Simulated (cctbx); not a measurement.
**Diagnosing a refinement**

Cell a = 2.9830 Å, b = 4.1930 Å, c = 9.0410 Å, α = 90.00°, β = 90.00°, γ = 90.00°; space group Immm (no. 71). The compound is SbOs2.

Simulated single-crystal data (cctbx): Mo Kα, λ = 0.71073 Å, to d = 0.84 Å, 50 % of the full sphere, strongest reflection 5000 counts, noise from counting, a 1.5 % proportional error and a noise floor of 2 counts (s.d.); no absorption, and some extinction, which the refinements don't model.

An anisotropic refinement with weights 1/σ² prints:

```text
Rint 0.021, 65 unique reflections to 0.84 A
cycle     R1     wR2    GooF  max shift (A)
   1  0.0174  0.0361   1.358   0.00014
   2  0.0138  0.0270   1.014   0.00000
final R1 0.0138 wR2 0.0270 GooF 1.014  parameters 7  data/parameter 9.3
atom        x        y        z      Ueq    occ   su(xyz)  su(Uiso or U11)
Os1    0.50000  0.50000  0.83450   0.0125  1.000  0.00006  0.0003
Sb1    0.00000  0.00000  0.00000   0.0211  1.000  0.00000  0.0007
difference map: max 1.09 min -0.89 rms 0.31
Q1    0.0000  0.5000  0.2578    4    1.12  1.71 A from Os1
Q2    0.0000  0.2920  0.0000    4    1.02  1.22 A from Sb1
Q3    0.0000  0.3722  0.1415    8    0.86  1.60 A from Os1
Q4    0.0000  0.5000  0.4023    4    0.76  1.73 A from Sb1
Q5    0.0000  0.3627  0.3676    8    0.75  1.55 A from Os1
Q6    0.1966  0.5000  0.0000    4    0.52  1.75 A from Os1
```

**Question.** Can this result stand? If not, what is the likely fault?

It can stand. The set-up had a fault (anomalous dispersion left out), but the figures of merit move little: R1 = 0.0138, wR2 = 0.0270, GooF = 1.01 against R1 = 0.0136, wR2 = 0.0265, GooF = 1.00 for the right model.

The compound is SbOs2. The right model at the same level gives:

```text
Rint 0.021, 65 unique reflections to 0.84 A
cycle     R1     wR2    GooF  max shift (A)
   1  0.0169  0.0346   1.300   0.00021
   2  0.0136  0.0265   0.996   0.00000
final R1 0.0136 wR2 0.0265 GooF 0.996  parameters 7  data/parameter 9.3
atom        x        y        z      Ueq    occ   su(xyz)  su(Uiso or U11)
Os1    0.50000  0.50000  0.83450   0.0123  1.000  0.00006  0.0003
Sb1    0.00000  0.00000  0.00000   0.0201  1.000  0.00000  0.0007
difference map: max 1.08 min -0.90 rms 0.30
Q1    0.0000  0.5000  0.2581    4    1.11  1.71 A from Os1
Q2    0.0000  0.2932  0.0000    4    0.98  1.23 A from Sb1
Q3    0.0000  0.3725  0.1416    8    0.85  1.60 A from Os1
Q4    0.0000  0.5000  0.4019    4    0.77  1.74 A from Sb1
Q5    0.0000  0.3642  0.3678    8    0.74  1.56 A from Os1
Q6    0.1970  0.5000  0.0000    4    0.53  1.75 A from Os1
```

Isotropic U is held between 0.0001 and 1 Å² by the program, and listed peak heights are interpolated, so they can pass the grid's maximum.

The model was made for the exercise: a known structure type with other elements put in, its volume estimated, not relaxed; displacement parameters are assumed.

[Middle refinement cycles are left out of these outputs.]

[Logs are printed without paths, hosts, clocks, repeated set-up lines and the standing remarks that a program may print on its own settings, such as how far it seeks lower states.]
